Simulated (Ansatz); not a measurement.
# Structural relaxation of (11,0) carbon nanotube bundle (176 atoms), part 2 of 2

Wanted: the relaxed structure of (11,0) carbon nanotube bundle (176 atoms) and its electronic structure.

Ansatz 0.2.0; Kohn-Sham DFT, PBEsol, PAW (set soft_2), plane waves.

The cell: 176 C. Sampling is at Γ alone, for a cell whose shortest periodic width is 10 Å.

So far. Step 3 (Relaxation): The relaxation changed the energy by -87.8 meV/atom, and atoms moved by 0.15 Å r.m.s., 0.36 Å at most.

**5. Single point at the relaxed geometry**

The electronic structure is read at the final geometry, in a run of its own.

input.yaml reads:

```yaml
crystal:
  lattice:
    - [11.91347, 0.0, 0.0]
    - [-5.95673, 10.31736, 0.0]
    - [0.0, 0.0, 17.04338]
  atoms:
    - { symbol: C, position: [0.23166, 0.81172, 0.0834] }
    - { symbol: C, position: [0.3193, 0.9258, 0.04156] }
    - { symbol: C, position: [0.38074, 0.04508, 0.08335] }
    - { symbol: C, position: [0.41245, 0.1606, 0.0416] }
    - { symbol: C, position: [0.31935, 0.92588, 0.20835] }
    - { symbol: C, position: [0.38083, 0.04513, 0.16655] }
    - { symbol: C, position: [0.41113, 0.2634, 0.08332] }
    - { symbol: C, position: [0.37649, 0.34495, 0.04158] }
    - { symbol: C, position: [0.41262, 0.16067, 0.2083] }
    - { symbol: C, position: [0.41123, 0.26344, 0.16658] }
    - { symbol: C, position: [0.31202, 0.39957, 0.08342] }
    - { symbol: C, position: [0.22134, 0.42152, 0.04159] }
    - { symbol: C, position: [0.37667, 0.34502, 0.20836] }
    - { symbol: C, position: [0.31208, 0.39959, 0.16658] }
    - { symbol: C, position: [0.11204, 0.40854, 0.0834] }
    - { symbol: C, position: [0.99352, 0.36167, 0.0417] }
    - { symbol: C, position: [0.2214, 0.42156, 0.20841] }
    - { symbol: C, position: [0.11206, 0.40854, 0.16661] }
    - { symbol: C, position: [0.87575, 0.28645, 0.08344] }
    - { symbol: C, position: [0.76812, 0.18789, 0.04163] }
    - { symbol: C, position: [0.99362, 0.36155, 0.2084] }
    - { symbol: C, position: [0.87576, 0.28628, 0.16672] }
    - { symbol: C, position: [0.67988, 0.07397, 0.08344] }
    - { symbol: C, position: [0.61815, 0.95472, 0.0416] }
    - { symbol: C, position: [0.76807, 0.18762, 0.20844] }
    - { symbol: C, position: [0.67977, 0.07388, 0.16655] }
    - { symbol: C, position: [0.5868, 0.83927, 0.08336] }
    - { symbol: C, position: [0.58884, 0.73689, 0.04162] }
    - { symbol: C, position: [0.61799, 0.9546, 0.20837] }
    - { symbol: C, position: [0.58673, 0.83921, 0.16661] }
    - { symbol: C, position: [0.6239, 0.65558, 0.08337] }
    - { symbol: C, position: [0.68866, 0.60121, 0.04157] }
    [... 138 atom lines left out ...]
    - { symbol: C, position: [0.00658, 0.63759, 0.83338] }
    - { symbol: C, position: [0.12435, 0.71277, 0.79163] }
    - { symbol: C, position: [0.88822, 0.5912, 0.95839] }
    - { symbol: C, position: [0.00659, 0.6375, 0.91663] }
    - { symbol: C, position: [0.12439, 0.71264, 0.95837] }
    - { symbol: C, position: [0.23177, 0.81167, 0.91658] }
kpoints:
  mp_grid: { grid: [1, 1, 1] }
hamiltonian:
  xc: pbesol
scf:
  occupations: { method: gaussian, width: 0.05 }
output:
  forces: true
  stress: true
  populations: true
  dos:
    method: { smearing: { sigma: 0.1 } }
    de: 0.1
    projected: { site_lists: { C: [C] } }
  eigenvalues: true
  write_density: true
  write_potential: true
  volumetric_format: npy
```

Launch:

```console
$ ansatz run input.yaml --threads 4 --pin off --max-ram 8192MiB --backend cpu --events-out ev --progress --plain --runs-dir out
```

Numbers of over 12 decimals in the logs are rounded to 6 here.

What it wrote:

```text
[...]
Crystal: 176 atoms, lattice volume = 2094.897 Å³
Basis set: ecut = 420 eV, 41001 PW (Γ), exchange–correlation on 160×160×240 points (8 copies of the dense FFT grid, shifted against one another)
Bands: 528, of which v1, the nominal top of the filled ones, is band 352 counted from 1 (351 counted from 0)
Symmetry: 1 space group operations
[...]
k-points: 1
[...]
SCF iter   1: F=—  HF=-43397.411256 eV  |F-HF|=—  |Δ(HF+E_count)|=         —  Δρ=4.14e-3  dr2=4.41e-1  ethr=1.77e-3  ⟨swp⟩=7.0  Hψ=2377  notcnv=0  defer=122
[...]
SCF iter  10: F=-43397.538848 eV  HF=-43397.538848 eV  |F-HF|=2.63e-8  |Δ(HF+E_count)|=   4.75e-8  Δρ=1.47e-6  dr2=6.99e-8  ethr=1.42e-11  ⟨swp⟩=28.0  Hψ=6404  notcnv=0
SCF 1 converged in 10 iterations: F = -43397.538848 eV  dr2 = 6.99e-8
[...]
WARN: The output density's exchange-correlation potential varies sharply where the density is thin. Do not read a vacuum level from v_tot or v_xc, or from such a field of the output density. On a cell that repeats whose density bears no net charge and no dipole along the vacuum's axis use v_es (v_loc + v_h of the components); [...]
SCF converged after 10 iterations
Free energy (F): -43397.538848 eV
[...]
Internal energy: -43397.538848 eV  (E = F + TS)
E sigma→0 (E₀):  -43397.538848 eV
Fermi energy:    4.174937 eV
[...]
--- Forces (eV/Å), atoms counted from 1 ---
  atom   1  C     -0.00423309     0.00914379    -0.01026961
  atom   2  C      0.00998936     0.00547528    -0.01475340
  atom   3  C      0.01006002     0.00106172     0.02129641
  atom   4  C      0.00023758     0.00185206     0.00554122
  atom   5  C      0.00695931     0.00149267     0.02506812
  atom   6  C      0.00617731    -0.00352876    -0.02098785
  atom   7  C      0.00830135    -0.01478687     0.00522271
  atom   8  C      0.00213506     0.00438448    -0.00214654
  atom   9  C     -0.00383604     0.00774521     0.00540409
  atom  10  C      0.00558133    -0.01334556     0.00177498
  atom  11  C     -0.00074129     0.00183727     0.00173769
  atom  12  C     -0.00977485     0.00694181    -0.00266199
  atom  13  C     -0.00948887     0.01010110     0.01340057
  atom  14  C     -0.00361014     0.00367821    -0.00821498
[...]
atom 175  C     -0.00418239     0.01159440    -0.00262225
  atom 176  C     -0.00681671     0.00795994    -0.00312577
  max |Σ_I F_I| component: 1.36e-5 eV/Å
--- Stress (GPa, compression-positive) ---
        1.001405       0.096298       0.008476
        0.096298       0.762973       0.000422
        0.008476       0.000422      -0.248641
  P = ⅓ Tr σ = 0.5052 GPa (5.052 kbar)
--- Band table (eV) ---
[...]
--- Löwdin populations: 176 sites ---
  site symbol       q [e]
     0      C      3.9586
     1      C      3.9653
     2      C      3.9650
[...]
175      C      3.9586
  spilling = 0.009484 (of n_electrons = 704.000000)
```

It took 65 s on 4 threads of Arm Neoverse V2, shared host; peak memory 3 GiB.

The program notes that the exchange-correlation potential is rough where the density is thin.

Read from the output:

| Quantity | Value |
| --- | --- |
| free energy | -43397.5388 eV |
| free energy per atom | -246.5769 eV/atom |
| SCF cycles | 10 |
| pressure | 0.5052 GPa |
| r.m.s. force component | 0.00835 eV/Å |
| longest force | 0.03614 eV/Å |
| Fermi energy | 4.175 eV |
| gap (highest filled to lowest empty level) | 0.8229 eV |
| spilling of the projection | 0.009484 |

The mean of these charges, 0.038 e, is only the charge that the projection spills.

Löwdin charges by element (they lack the spilled electrons, 0.038 e an atom on average):

```csv
element,coordination,atoms,mean charge (e),spread,least,most
C,all,176,0.0379,0.0027,0.0345,0.0415
```

States in the cell by windows of 1 eV, zero at the Fermi level; the larger projections on atomic orbitals stand beside the total:

```csv
from (eV),to (eV),total,C p,C s
-10,-9,32.0,25.6,6.1
-9,-8,48.4,41.9,6.0
-8,-7,61.1,56.1,4.1
-7,-6,77.7,74.0,3.2
-6,-5,44.6,43.2,1.1
-5,-4,59.3,57.7,1.3
-4,-3,52.6,52.1,0.3
-3,-2,29.8,29.5,0.1
-2,-1,17.5,17.4,0.0
-1,0,6.8,6.8,0.0
0,1,15.8,15.3,0.2
1,2,24.8,23.7,0.1
2,3,39.1,34.9,1.0
3,4,18.8,14.1,0.1
4,5,30.6,20.7,0.9
```

Between -20 and -10 eV lie 274 more states.

The levels nearest the highest filled one (over half full), pooled over k-points and spins:

```csv
level less the highest filled one (eV),occupation
-1.25,2
-1.09,2
-0.557,2
-0.0441,2
-0.0113,2
0,2
0.823,0
0.847,0
0.898,0
0.941,0
1.09,0
1.12,0
```

Valence density in the ca plane at fractional y = 0.408, with atoms of C within 0.2 Å of it. It is the smooth field of the valence electrons, not physical close to the nuclei.

Ten even steps from '0' (0.0 e/Å³) to '9' (1.9 e/Å³), each cell a mean:
```
23320001232233200012322332000123223320001232
00100000110001000001100010000011000100000110
00000000000000000000000000000000000000000000
00000000000000000000000000000000000000000000
00000000000000000000000000000000000000000000
00000000000000000000000000000000000000000000
00000000000000000000000000000000000000000000
00000000000000000000000000000000000000000000
00000000000000000000000000000000000000000000
00000000000000000000000000000000000000000000
00000000000000000000000000000000000000000000
00000000000000000000000000000000000000000000
11100000111111000001111110000011111100000111
23320001232233200012322332000123223320001232
23553124543235531245432355312354323553123543
12687678841126876788411268767884112687678841
12699999941126999999411269989994112699999941
35985347974459853479743598534797445985347974
99962114899999621148999996211489999962114899
57973225986579732259865797322598657973225986
13798789952137987899521379878995213798789952
12699899841126998999411269989984112699899941
34774236863347742358633477423686334774336863
55641012565556410125655564101256555641012565
```
Columns run along c (17.0 Å), rows up along a (11.9 Å). Atoms in or near the plane, at fractional coordinates: C at (0.08, 0.31), C at (0.04, 0.22), C at (0.17, 0.31), C at (0.08, 0.11), C at (0.21, 0.22), C at (0.17, 0.11), C at (0.33, 0.31), C at (0.29, 0.22), C at (0.42, 0.31), C at (0.33, 0.11), C at (0.46, 0.22), C at (0.42, 0.11), C at (0.58, 0.31), C at (0.54, 0.22) and more.

Electrostatic potential energy in the ca plane at fractional y = 0.408, with atoms of C within 0.2 Å of it. With pseudopotentials it is smooth inside the atoms' cores, unlike the true potential.

Ten even steps from '0' (-63 eV) to '9' (8 eV), each cell a mean:
```
97789999878887899998789879999987888789999878
99999999999999999999999999999999999999999999
99999999999999999999999999999999999999999999
99999999999999999999999999999999999999999999
99999999999999999999999999999999999999999999
99999999999999999999999999999999999999999999
99999999999999999999999999999999999999999999
99999999999999999999999999999999999999999999
99999999999999999999999999999999999999999999
99999999999999999999999999999999999999999999
99999999999999999999999999999999999999999999
99999999999999999999999999999999999999999999
99999999999999999999999999999999999999999999
88799999878887899998788879999987888799999878
87788988778877889887788778898877887788988778
98623752489986236524899862375248998623752489
98501530279985015302799850153027998501530279
86556876557865568765578655687655786556876557
60058997203510589972036005899720351058997203
74368887536743688875367436888753574368887536
98612641379986126413799861264137998612641379
98501530279985115302799850153027998501530279
87667886668876678866688766788666887667886668
85479998646754799986468547999864675479998646
```
Columns run along c (17.0 Å; values clipped at the 3rd and 97th percentile), rows up along a (11.9 Å). Atoms in or near the plane, at fractional coordinates: C at (0.08, 0.31), C at (0.04, 0.22), C at (0.17, 0.31), C at (0.08, 0.11), C at (0.21, 0.22), C at (0.17, 0.11), C at (0.33, 0.31), C at (0.29, 0.22), C at (0.42, 0.31), C at (0.33, 0.11), C at (0.46, 0.22), C at (0.42, 0.11), C at (0.58, 0.31), C at (0.54, 0.22) and more.

Löwdin charges run from +0.03 to +0.04 e, about a mean that is the spilled charge alone. The largest share in the top eV of filled states is C p (100 % of the projected weight), and in the lowest eV of empty states C p (98 % of the projected weight).

A closer look about C97, picked at random: 10 atoms, nearest first, numbered in the order of the input, with positions taken from that point.

```csv
atom,x,y,z,distance (Å),bonds,Löwdin charge (e)
C97,0.00,0.00,0.00,0.00,3,0.04
C136,0.00,0.00,1.42,1.42,3,0.04
C94,0.31,-1.19,-0.71,1.42,3,0.04
C98,-0.63,1.06,-0.71,1.42,3,0.04
C101,-1.53,1.90,0.00,2.44,3,0.04
C93,0.29,-2.42,0.00,2.44,3,0.03
C139,-0.63,1.06,2.13,2.46,3,0.04
C91,0.31,-1.19,-2.13,2.46,3,0.04
C95,-0.63,1.06,-2.13,2.46,3,0.04
C135,0.31,-1.19,2.13,2.46,3,0.04
```

The column of bonds counts only the pairs C-C within 1.82 Å; other neighbours, such as metal atoms beside each other in a compound, aren't counted, and periodic images can show an atom twice.

**6. Results**

```yaml
energy_change_in_the_relaxation: -87.76 meV/atom
r_m_s_displacement: 0.149 Å
largest_displacement: 0.36 Å
free_energy_per_atom: -246.5769 eV/atom
density: 1.676 g/cm³
pressure: 0.5052 GPa
r_m_s_force_component: 0.00835 eV/Å
spacing_of_highest_filled_and_lowest_empty_level: 0.8229 eV
wall_time_of_the_3_dft_runs: 4.3 min
```

Relaxation lowers the energy by 87.8 meV/atom and moves atoms by 0.15 Å r.m.s.; the r.m.s. force component goes from 1.5 to 0.0083 eV/Å, the pressure goes from 3.0 to 0.51 GPa, and the gap from 0.503 to 0.823 eV. By the final cutoffs no bond was broken or made. From the first step to the last the energy fell by 15.446 eV, and the largest move was 0.36 Å (C175, with 1 other atom within 2 % of it). The C-C bonds go from 1.420 Å (spread 0.036) to 1.421 Å (spread 0.002). Counting bonds as in the table, all C atoms have 3 bonded neighbours. Between filled and empty levels lie 0.823 eV at Γ alone; the mesh holds the band edges only if they fold onto it, so the gap at this level can be narrower or closed, while semilocal functionals tend to narrow gaps against experiment.

[Logs are printed without paths, hosts, clocks, repeated set-up lines and the standing remarks that a program may print on its own settings, such as how far it seeks lower states.]

[Hosts, paths, dates, database ids (printed as entryN), source tags and the programs' standing remarks are cut or masked in the printed files.]
